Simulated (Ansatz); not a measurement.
# Pb(100) film of 5 layers: lattice stability ahead of a resistivity run

The plan: relax Pb(100) film of 5 layers, check its phonons, and, if the lattice is stable, compute its Eliashberg function and ρ(T).

Calculated with Ansatz 0.2.0; DFT LDA, scalar-relativistic, plane waves, PAW.

### Step 1. Starting point

The cell holds 5 atoms: 5 Pb. Its edges and angles: a = 3.500 Å, b = 3.500 Å, c = 20.900 Å, α = 90.0°, β = 90.0°, γ = 90.0°. It derives from Pb. Vacuum lies along c.

### Step 2. Relaxing cell and atoms

The structure is brought to rest under this functional.

File input.yaml:

```yaml
crystal:
  lattice:
    - [3.50018, 0.0, 0.0]
    - [0.0, 3.50018, 0.0]
    - [0.0, 0.0, 20.9]
  atoms:
    - { symbol: Pb, position: [0.0, 0.0, 0.26315789] }
    - { symbol: Pb, position: [0.5, 0.5, 0.38157895] }
    - { symbol: Pb, position: [0.0, 0.0, 0.5] }
    - { symbol: Pb, position: [0.5, 0.5, 0.61842105] }
    - { symbol: Pb, position: [0.0, 0.0, 0.73684211] }
  periodic: [true, true, false]
kpoints:
  mp_grid: { grid: [8, 8, 1] }
hamiltonian:
  xc: lda
scf:
  occupations: { method: gaussian, width: 0.1 }
output:
  forces: true
  stress: true
  eigenvalues: true
  write_density: true
  write_potential: true
  elf: true
  volumetric_format: npy
relax:
  adjacent_minimum: "off"
  f_tol: 0.005
  max_steps: 80
  cell: { stress_2d_tol: 0.02 }
```

The run is started by

```console
$ ansatz run input.yaml --threads 4 --pin off --max-ram 16384MiB --backend cpu --events-out ev --progress --plain --runs-dir out
```

Numbers of over 12 decimals in the logs are rounded to 6 here.

Output:

```text
Warning: crystal.periodic: the lattice vector that does not repeat stood 0.000° off the slab's normal, 20.900 Å along it as the deck builds it. The run solves the slab on a vector along the normal, 43.600 Å long, with every atom where it was (on the deck's vector they left 11.00 Å outside them, and the widest stretch free of ions among them is 2.48 Å). A fractional position that the run reports is one of the run's ce [...]
crystal.periodic: the lattice vector that does not repeat stood 0.000° off the slab's normal, 20.900 Å along it as the deck builds it. The run solves the slab on a vector along the normal, 43.600 Å long, with every atom where it was (on the deck's vector they left 11.00 Å outside them, and the widest stretch free of ions among them is 2.48 Å). A fractional position that the run reports is one of the run's cell, which [...]
Engine: ansatz 0.2.0, aarch64-unknown-linux-gnu
Pseudopotentials: kind: paw
Pseudopotential: Pb, paw, valence charge 14, recommended cutoff 420 eV (normal), Pb.paw.azcp
Functional definition: SPW92
  exchange = slater_x
  correlation = pw_c
Crystal: 5 atoms, lattice volume = 534.155 Å³
Basis set: ecut = 420 eV, 10381 PW (Γ)
Bands: 42, of which v1, the nominal top of the filled ones, is band 35 counted from 1 (34 counted from 0)
Symmetry: 16 space group operations
Space group: P4/mmm (ITA 123), of the structure as read, at distance tolerance 8.1e-5 Å
k-points: 15 of 64
Non-local potential: Pb, projectors of the file, l = 0: 2, l = 1: 2, l = 2: 2, l = 3: 2
PAW form: soft (Blöchl's): semilocal exchange-correlation on the pseudo side does not see the compensation charge
PAW frozen core: Pb, regenerated for the run's functional, and the local potential with it (the file was generated under x = pbe(κ = 0.804, μ = 0.219515), c = pbe(β = 0.066725))
PAW one-centre angular grid: Pb, 590 points (default); XC on 64 Gauss nodes
Initial density: superposition of atomic densities (neutral atoms: chi_scale 0, normalization atom), corrected by the library's trained network
Initial wavefunctions: pseudopotential atomic-orbital guess
Functional: x = slater, c = lda
SCF iter   1: F=—  HF=-58010.882489 eV  |F-HF|=—  |Δ(HF+E_count)|=         —  Δρ=2.56e-3  dr2=2.10e-2  ethr=1.77e-3  ⟨swp⟩=10.3  Hψ=3551  notcnv=0
preconditioner: auto → LDOS  [metal: Δε(μ)=0.042 eV  Ē_g=15.653 eV  σ=0.100 eV  W_gap=0.23  n_scr=70 (ndim 8)  ℏωp=13.4 eV  f_vac=0.674  D(μ)=3.80/eV (n_scr^D=14)  β→1.0]
SCF iter   2: F=—  HF=-58010.881397 eV  |F-HF|=—  |Δ(HF+E_count)|=   1.09e-3  Δρ=1.09e-3  dr2=5.29e-3  ethr=3.01e-5  ⟨swp⟩=3.1  Hψ=1505  notcnv=0  defer=14
SCF iter   3: F=—  HF=-58010.879196 eV  |F-HF|=—  |Δ(HF+E_count)|=   2.20e-3  Δρ=2.79e-4  dr2=4.20e-4  ethr=7.55e-6  ⟨swp⟩=3.3  Hψ=1581  notcnv=0  defer=14
SCF iter   4: F=—  HF=-58010.879105 eV  |F-HF|=—  |Δ(HF+E_count)|=   9.12e-5  Δρ=5.63e-5  dr2=2.20e-5  ethr=6.00e-7  ⟨swp⟩=2.5  Hψ=1182  notcnv=0  defer=14
SCF iter   5: F=—  HF=-58010.879085 eV  |F-HF|=—  |Δ(HF+E_count)|=   2.00e-5  Δρ=2.36e-5  dr2=7.71e-6  ethr=3.14e-8  ⟨swp⟩=3.3  Hψ=1428  notcnv=0  defer=13
SCF iter   6: F=—  HF=-58010.879084 eV  |F-HF|=—  |Δ(HF+E_count)|=   1.37e-6  Δρ=5.16e-6  dr2=6.31e-7  ethr=1.10e-8  ⟨swp⟩=3.3  Hψ=1287  notcnv=0  defer=13
iter 7 did not close the SCF: its close was put off until two iterations running show no level that it waits for move by more than its bar (scf_convergence_deferred on its scf_iter line)
SCF iter   7: F=-58010.879083 eV  HF=-58010.879083 eV  |F-HF|=1.58e-8  |Δ(HF+E_count)|=   5.08e-8  Δρ=1.68e-6  dr2=4.89e-8  ethr=1.43e-10  ⟨swp⟩=24.4  Hψ=7373  notcnv=0
iter 8 did not close the SCF: its close was put off until two iterations running show no level that it waits for move by more than its bar (scf_convergence_deferred on its scf_iter line)
SCF iter   8: F=-58010.879084 eV  HF=-58010.879084 eV  |F-HF|=2.15e-9  |Δ(HF+E_count)|=   1.60e-8  Δρ=5.64e-7  dr2=5.29e-9  ethr=6.98e-11  ⟨swp⟩=10.2  Hψ=5255  notcnv=0
SCF iter   9: F=-58010.879084 eV  HF=-58010.879084 eV  |F-HF|=1.46e-11  |Δ(HF+E_count)|=   1.41e-9  Δρ=1.40e-7  dr2=2.11e-10  ethr=7.55e-12  ⟨swp⟩=8.8  Hψ=4748  notcnv=0
SCF 1 converged in 9 iterations: F = -58010.879084 eV  dr2 = 2.11e-10
  greatest PAW one-centre occupation: 0.979 electrons in one spin orbital (limit 2), on the Pb atom at site 4 (counted from 0), in its partial waves of l = 2
relax step   1: F+E_penalty+E_count = -58010.87908351 eV  Δ(F+E_penalty+E_count) = +0.000e0 eV  max|allowed force component| = 5.053e-1 eV/Å  Δτ_max = 0.0000 Å  P = -5.197 N/m  Ω = 534.155 Å³  fix = [c, alpha, beta]  reactions: c +0.000 N/m  (9 SCF iters, dr2 threshold 1.00e-7 eV, accepted)
Crystal: 5 atoms, lattice volume = 505.425 Å³
Basis set: ecut = 420 eV, 9885 PW (Γ)
Initial density: handed on by an earlier stage of this run
Initial wavefunctions: those handed on with the density
iter 1 solved again at ethr=6.82e-6 eV; its pass at ethr=3.10e-3 eV (dr2=4.77e-3 eV) is discarded
SCF iter   1: F=—  HF=-58011.099989 eV  |F-HF|=—  |Δ(HF+E_count)|=         —  Δρ=9.35e-4  dr2=5.11e-3  ethr=6.82e-6  ⟨swp⟩=4.1  Hψ=5551  notcnv=0
preconditioner: auto → LDOS  [metal: Δε(μ)=0.083 eV  Ē_g=15.872 eV  σ=0.100 eV  W_gap=0.39  n_scr=62 (ndim 8)  ℏωp=13.8 eV  f_vac=0.678  D(μ)=3.55/eV (n_scr^D=14)  β→1.0]
SCF iter   2: F=—  HF=-58011.099431 eV  |F-HF|=—  |Δ(HF+E_count)|=   5.58e-4  Δρ=6.34e-4  dr2=5.15e-3  ethr=6.82e-6  ⟨swp⟩=2.7  Hψ=1294  notcnv=0
SCF iter   3: F=—  HF=-58011.098587 eV  |F-HF|=—  |Δ(HF+E_count)|=   8.44e-4  Δρ=1.58e-4  dr2=2.99e-4  ethr=6.82e-6  ⟨swp⟩=2.9  Hψ=1456  notcnv=0
SCF iter   4: F=—  HF=-58011.098529 eV  |F-HF|=—  |Δ(HF+E_count)|=   5.84e-5  Δρ=7.66e-5  dr2=7.47e-5  ethr=4.27e-7  ⟨swp⟩=2.9  Hψ=1365  notcnv=0
SCF iter   5: F=—  HF=-58011.098516 eV  |F-HF|=—  |Δ(HF+E_count)|=   1.26e-5  Δρ=1.28e-5  dr2=1.99e-6  ethr=1.07e-7  ⟨swp⟩=3.0  Hψ=1406  notcnv=0
SCF iter   6: F=-58011.098517 eV  HF=-58011.098517 eV  |F-HF|=2.07e-8  |Δ(HF+E_count)|=   7.33e-7  Δρ=3.93e-6  dr2=1.39e-7  ethr=7.14e-10  ⟨swp⟩=23.0  Hψ=8211  notcnv=0
SCF 2 converged in 6 iterations: F = -58011.098517 eV  dr2 = 1.39e-7
  greatest PAW one-centre occupation: 0.979 electrons in one spin orbital (limit 2), on the Pb atom at site 2 (counted from 0), in its partial waves of l = 2
relax step   2: F+E_penalty+E_count = -58011.09851685 eV  Δ(F+E_penalty+E_count) = -2.194e-1 eV  max|allowed force component| = 8.341e-2 eV/Å  Δτ_max = 0.1009 Å  P = -1.324 N/m  Ω = 505.425 Å³  energy of the carried Pulay correction = +1.027e-3 eV  fix = [c, alpha, beta]  reactions: c +0.000 N/m  (6 SCF iters, dr2 threshold 5.00e-7 eV, accepted)
[...]
SCF iter   5: F=—  HF=-58011.127933 eV  |F-HF|=—  |Δ(HF+E_count)|=   2.61e-5  Δρ=1.94e-5  dr2=3.63e-6  ethr=1.26e-7  ⟨swp⟩=2.7  Hψ=1219  notcnv=0
iter 6 did not close the SCF: its close was put off until two iterations running show no level that it waits for move by more than its bar (scf_convergence_deferred on its scf_iter line)
SCF iter   6: F=-58011.127934 eV  HF=-58011.127934 eV  |F-HF|=2.06e-7  |Δ(HF+E_count)|=   1.48e-6  Δρ=5.02e-6  dr2=2.07e-7  ethr=7.14e-10  ⟨swp⟩=24.5  Hψ=8437  notcnv=0
iter 7 did not close the SCF: its close was put off until two iterations running show no level that it waits for move by more than its bar (scf_convergence_deferred on its scf_iter line)
SCF iter   7: F=-58011.127934 eV  HF=-58011.127934 eV  |F-HF|=3.15e-8  |Δ(HF+E_count)|=   2.86e-7  Δρ=2.48e-6  dr2=5.30e-8  ethr=2.95e-10  ⟨swp⟩=12.5  Hψ=6401  notcnv=0
SCF iter   8: F=-58011.127934 eV  HF=-58011.127934 eV  |F-HF|=3.20e-10  |Δ(HF+E_count)|=   1.52e-9  Δρ=5.79e-7  dr2=2.07e-9  ethr=7.57e-11  ⟨swp⟩=10.9  Hψ=5868  notcnv=0
SCF 3 converged in 8 iterations: F = -58011.127934 eV  dr2 = 2.07e-9
relax step   3: F+E_penalty+E_count = -58011.12793433 eV  Δ(F+E_penalty+E_count) = -2.942e-2 eV  max|allowed force component| = 4.185e-2 eV/Å  Δτ_max = 0.1272 Å  P = +0.061 N/m  Ω = 489.703 Å³  energy of the carried Pulay correction = +1.631e-3 eV  fix = [c, alpha, beta]  reactions: c +0.000 N/m  (8 SCF iters, dr2 threshold 5.00e-7 eV, accepted)
[...]
relax step   4: F+E_penalty+E_count = -58011.12870937 eV  Δ(F+E_penalty+E_count) = -7.750e-4 eV  max|allowed force component| = 1.007e-2 eV/Å  Δτ_max = 0.0315 Å  P = -0.015 N/m  Ω = 488.586 Å³  energy of the carried Pulay correction = +1.675e-3 eV  fix = [c, alpha, beta]  reactions: c +0.000 N/m  (6 SCF iters, dr2 threshold 1.09e-7 eV, accepted)
[...]
relax step   5: F+E_penalty+E_count = -58011.12873998 eV  Δ(F+E_penalty+E_count) = -3.062e-5 eV  max|allowed force component| = 1.147e-4 eV/Å  Δτ_max = 0.0049 Å  P = +0.001 N/m  Ω = 488.745 Å³  energy of the carried Pulay correction = +1.668e-3 eV  fix = [c, alpha, beta]  reactions: c +0.000 N/m  (5 SCF iters, dr2 threshold 6.34e-9 eV, accepted)
Initial wavefunctions: pseudopotential atomic-orbital guess (no wavefunctions were taken with the density)
iter 1 solved again at ethr=6.17e-7 eV; its pass at ethr=3.10e-3 eV (dr2=4.32e-4 eV) is discarded
SCF iter   1: F=—  HF=-58011.127474 eV  |F-HF|=—  |Δ(HF+E_count)|=         —  Δρ=6.16e-5  dr2=3.18e-6  ethr=6.17e-7  ⟨swp⟩=5.3  Hψ=6401  notcnv=0
preconditioner: auto → LDOS  [metal: Δε(μ)=0.058 eV  Ē_g=15.916 eV  σ=0.100 eV  W_gap=0.31  n_scr=62 (ndim 8)  ℏωp=14.1 eV  f_vac=0.671  D(μ)=2.92/eV (n_scr^D=14)  β→1.0]
SCF iter   2: F=—  HF=-58011.127446 eV  |F-HF|=—  |Δ(HF+E_count)|=   2.80e-5  Δρ=1.21e-5  dr2=4.90e-7  ethr=4.55e-9  ⟨swp⟩=3.3  Hψ=1695  notcnv=0
SCF iter   3: F=—  HF=-58011.127446 eV  |F-HF|=—  |Δ(HF+E_count)|=   1.70e-7  Δρ=3.95e-6  dr2=6.03e-8  ethr=7.00e-10  ⟨swp⟩=2.7  Hψ=1211  notcnv=0
SCF iter   4: F=—  HF=-58011.127446 eV  |F-HF|=—  |Δ(HF+E_count)|=   2.27e-8  Δρ=7.10e-7  dr2=1.70e-9  ethr=8.62e-11  ⟨swp⟩=3.0  Hψ=1596  notcnv=0
SCF iter   5: F=—  HF=-58011.127446 eV  |F-HF|=—  |Δ(HF+E_count)|=  5.97e-10  Δρ=1.29e-7  dr2=1.28e-10  ethr=2.43e-12  ⟨swp⟩=3.6  Hψ=1615  notcnv=0
SCF iter   6: F=—  HF=-58011.127446 eV  |F-HF|=—  |Δ(HF+E_count)|=  1.31e-10  Δρ=4.18e-8  dr2=2.12e-11  ethr=1.00e-12  ⟨swp⟩=1.3  Hψ=717  notcnv=0
SCF iter   7: F=—  HF=-58011.127446 eV  |F-HF|=—  |Δ(HF+E_count)|=  3.64e-11  Δρ=2.05e-8  dr2=2.44e-12  ethr=1.00e-12  ⟨swp⟩=13.9  Hψ=5263  notcnv=0
SCF iter   8: F=-58011.127446 eV  HF=-58011.127446 eV  |F-HF|=2.91e-11  |Δ(HF+E_count)|=  5.09e-11  Δρ=3.85e-9  dr2=1.49e-13  ethr=1.00e-12  ⟨swp⟩=6.8  Hψ=3180  notcnv=0
SCF 6 converged in 8 iterations: F = -58011.127446 eV  dr2 = 1.49e-13
relax step   6: F+E_penalty+E_count = -58011.12744554 eV  Δ(F+E_penalty+E_count) = +1.294e-3 eV  max|allowed force component| = 9.779e-5 eV/Å  Δτ_max = 0.0000 Å  P = -0.013 N/m  Ω = 488.745 Å³  fix = [c, alpha, beta]  reactions: c +0.000 N/m  stress off target by 1.32e-2 N/m on what of the cell is left free  SCF on the basis re-selected at this cell (its energy is not comparable with the rows above)  (8 SCF iters)
basis re-selected at this cell: Δ(F+E_penalty+E_count) = +1.294e-3 eV, ΔP = -0.014 N/m vs the last step (what re-selecting the basis moved, of the pressure what is left beyond the Pulay correction that the steps carried, after the strain that the cell walked since its last selection, with what the two solves' SCF thresholds leave and, on support functions, any second-order correction that the steps lacked; it is no m [...]
WARN: The output density's exchange-correlation potential varies sharply where the density is thin. Do not read a vacuum level from v_tot or v_xc, or from such a field of the output density. On a cell that repeats whose density bears no net charge and no dipole along the vacuum's axis use v_es (v_loc + v_h of the components); under efield.dipole_correction with no amplitude use v_es + v_field, which holds any externa [...]
SCF converged after 8 iterations
Free energy (F): -58011.127446 eV
Harris-Foulkes:  -58011.127446 eV  (|F-HF|=2.91e-11)
Internal energy: -58011.112848 eV  (E = F + TS)
E sigma→0 (E₀):  -58011.120147 eV
Entropy (-TS):   -0.014597 eV (-2.919 meV/atom)
Fermi energy:    -4.032321 eV
--- Per-component energies (eV) ---
  E_band       = -1224.145598
  E_kinetic    = 1451.128816
  E_local      = -270042.060226  (includes V_loc(G=0)·N_el)
  E_nonlocal   = 1768.175246
  E_hartree    = 133975.715825
  E_xc         = -1097.222929
  E_vxc        = -669.571631  (∫ρ·V_xc dr)
  E_paw        = -50512.700503  (= ΣΔE_a)
  E_vpaw       = -1683.249736  (= ΣTr[D̂ρ^β])
  E_aug_tail   = 0.000243  (compensation charges beyond the density's cutoff)
  E_ewald      = 126446.239248
  E_core_change = -0.388568  (= ΣΔE_core)
  E_smearing   = -0.014597  (= −TS)
  E_closure    = 0.000000  (closes the sum)
  Σ components = -58011.127446   (vs F -58011.127446, Δ=0.00e0)
--- Forces (eV/Å), atoms counted from 1 ---
  atom   1  Pb     0.00000000    -0.00000000     0.00006233
  atom   2  Pb     0.00000000     0.00000000    -0.00009779
  atom   3  Pb     0.00000000     0.00000000     0.00000000
  atom   4  Pb     0.00000000     0.00000000     0.00009779
  atom   5  Pb    -0.00000000    -0.00000000    -0.00006233
  max |Σ_I F_I| component: 3.97e-23 eV/Å
--- 2D stress c σ (N/m, compression-positive) ---
       -0.013216       0.000000       0.000000
        0.000000      -0.013216       0.000000
        0.000000       0.000000       0.000000
  P = ½ c Tr σ = -0.0132 N/m
--- Band table (eV; the first three rows and the last of 15) ---
  k-point 0: bands = [... 31 lower, -5.4899, -3.2692, -1.2383 (-1.2385°), -0.9487 (-0.9487°), -0.9487 (-0.9487°), -0.4953 (-0.4953°), -0.4953 (-0.4953°), -0.2858 (-0.3011°), ... 3 higher]
  k-point 1: bands = [... 31 lower, -5.3857, -3.6875, -2.7444, -1.9465, -1.7454 (-1.7454°), -0.6876 (-0.6876°), -0.4808 (-0.4819°), -0.3886 (-0.3912°), ... 3 higher]
  k-point 2: bands = [... 31 lower, -5.8623, -5.4234, -4.9078, -3.6201, -3.1583, -1.6910, -1.5778, -0.0146 (-0.0155°), ... 3 higher]
  k-point 14: bands = [... 31 lower, -6.9681, -6.5166, -6.5166, -5.2661, -5.2661, -3.7718, -3.7718, -3.0487, ... 3 higher]
  ° read free of the cell's end (the report's vacuum.weakly_bound_levels)
--- Relaxed structure (5 steps of the walk, 5 accepted, 1 SCFs on fresh bases) ---
  F+E_penalty+E_count = -58011.12744554 eV   max|allowed force component| = 9.779e-5 eV/Å   (the final SCF, on the basis selected at the relaxed cell)
  cell:  # Å, volume = 488.7447 Å³
    - [3.348095, 0, 0.0]
    - [0, 3.348095, 0.0]
    - [0.0, 0.0, 43.600000396]
  atoms:
    - { symbol: Pb, position: [0, 0, 0.123914] }
    - { symbol: Pb, position: [0.5, 0.5, 0.178466] }
    - { symbol: Pb, position: [0, 0, 0.239679] }
    - { symbol: Pb, position: [0.5, 0.5, 0.300892] }
    - { symbol: Pb, position: [0, 0, 0.355444] }
```

Run time: 44 s. Hardware: 4 threads of Arm Neoverse V1, shared host; peak memory 0.97 GiB.

Relaxation path:

```csv
step,energy less that of the first step (eV),largest force component (eV/Å),volume (Å³)
1,0.0000,0.5053,534.15
2,-0.2194,0.0834,505.42
3,-0.2488,0.0418,489.70
4,-0.2496,0.0101,488.59
5,-0.2497,0.0001,488.74
6*,-0.2484,0.0001,488.74
```

Relaxation steps marked * repeat the geometry before them on a plane-wave basis chosen anew for their cell, so energy and pressure can jump there.

The run keeps the 16 symmetry operations that it works with, so distortions that break them were not tested.

```csv
cell as run,before,after,change
a (Å),3.500,3.348,-4.3 %
b (Å),3.500,3.348,-4.3 %
```

The atoms that moved most (Å, along periodic axes as changes of fractional coordinates times the final cell, across vacuum about the mean position):

```csv
atom,dx,dy,dz,length
Pb2,0.000,0.000,-0.194,0.194
Pb4,0.000,0.000,0.194,0.194
Pb5,0.000,0.000,0.097,0.097
Pb1,0.000,0.000,-0.097,0.097
```

This step gave:

| Property | Result |
| --- | --- |
| metallic on mesh | yes |
| gap on the k-mesh | 0 eV |

ELF in the ca plane at fractional y = 1.000, with atoms of Pb within 0.2 Å of it. It is the smooth field of the valence electrons, not physical close to the nuclei.

Values, 5 rows by 16 columns, each cell a mean:
```
0.33 0.23 0.27 0.15 0.19 0.32 0.22 0.29 0.13 0.21 0.31 0.20 0.45 0.23 0.02 0.00
0.38 0.34 0.25 0.19 0.17 0.33 0.36 0.22 0.18 0.22 0.30 0.38 0.34 0.10 0.01 0.00
0.28 0.27 0.24 0.20 0.18 0.25 0.28 0.19 0.19 0.22 0.26 0.29 0.20 0.05 0.01 0.00
0.40 0.35 0.25 0.18 0.18 0.35 0.37 0.24 0.16 0.22 0.32 0.38 0.40 0.14 0.01 0.00
0.28 0.17 0.28 0.14 0.20 0.28 0.14 0.31 0.12 0.21 0.28 0.12 0.46 0.25 0.02 0.00
```
Columns run along c (16.0 Å, from fractional 0.10 to 0.47 of the cell), rows up along a (3.3 Å). Atoms in or near the plane, at fractional coordinates: Pb at (0.12, 0.00), Pb at (0.24, 0.00), Pb at (0.36, 0.00).

Valence density in the ca plane at fractional y = 1.000, with atoms of Pb within 0.2 Å of it. It is the smooth field of the valence electrons, not physical close to the nuclei.

Values in units of 1e0 e/Å³, 5 rows by 16 columns, each cell a mean:
```
2.2 3.5 0.2 0.1 0.1 1.9 3.8 0.3 0.1 0.1 1.5 4.1 0.3 0.0 0.0 0.0
0.3 0.5 0.1 0.1 0.1 0.3 0.5 0.1 0.1 0.1 0.3 0.5 0.1 0.0 0.0 0.0
0.1 0.2 0.1 0.1 0.1 0.1 0.2 0.1 0.1 0.1 0.1 0.2 0.1 0.0 0.0 0.0
0.6 0.9 0.2 0.1 0.1 0.6 1.0 0.2 0.1 0.1 0.5 1.1 0.1 0.0 0.0 0.0
3.0 4.8 0.3 0.1 0.1 2.5 5.2 0.3 0.1 0.1 2.1 5.6 0.4 0.0 0.0 0.0
```
Columns run along c (16.0 Å, from fractional 0.10 to 0.47 of the cell), rows up along a (3.3 Å). Atoms in or near the plane, at fractional coordinates: Pb at (0.12, 0.00), Pb at (0.24, 0.00), Pb at (0.36, 0.00).

Electrostatic potential energy in the ca plane at fractional y = 1.000, with atoms of Pb within 0.2 Å of it. With pseudopotentials it is smooth inside the atoms' cores, unlike the true potential.

Ten even steps from '0' (-45 eV) to '9' (0 eV), each cell a mean:
```
40120389999998401203899999983011048999999999
72001689999998620026899999986200278999999999
87557899999999875578999999998755789999999999
99889999999999998899999999999988999999999999
99999999999999999999999999999999999999999999
98778999999999987789999999999877899999999999
85224799999999842247999999997422489999999999
50000489999998500004899999984000058999999999
30230289999998303302899999982033038999999999
```
Columns run along c (16.0 Å, from fractional 0.10 to 0.47 of the cell; values clipped at the 3rd and 97th percentile), rows up along a (3.3 Å). Atoms in or near the plane, at fractional coordinates: Pb at (0.12, 0.00), Pb at (0.24, 0.00), Pb at (0.36, 0.00).

The relaxation ends with a largest force component of 9.8e-5 eV/Å.

[end of part 1 of 2]

[Logs are printed without paths, hosts, clocks, repeated set-up lines and the standing remarks that a program may print on its own settings, such as how far it seeks lower states.]

[Hosts, paths, dates, database ids (printed as entryN), source tags and the programs' standing remarks are cut or masked in the printed files.]
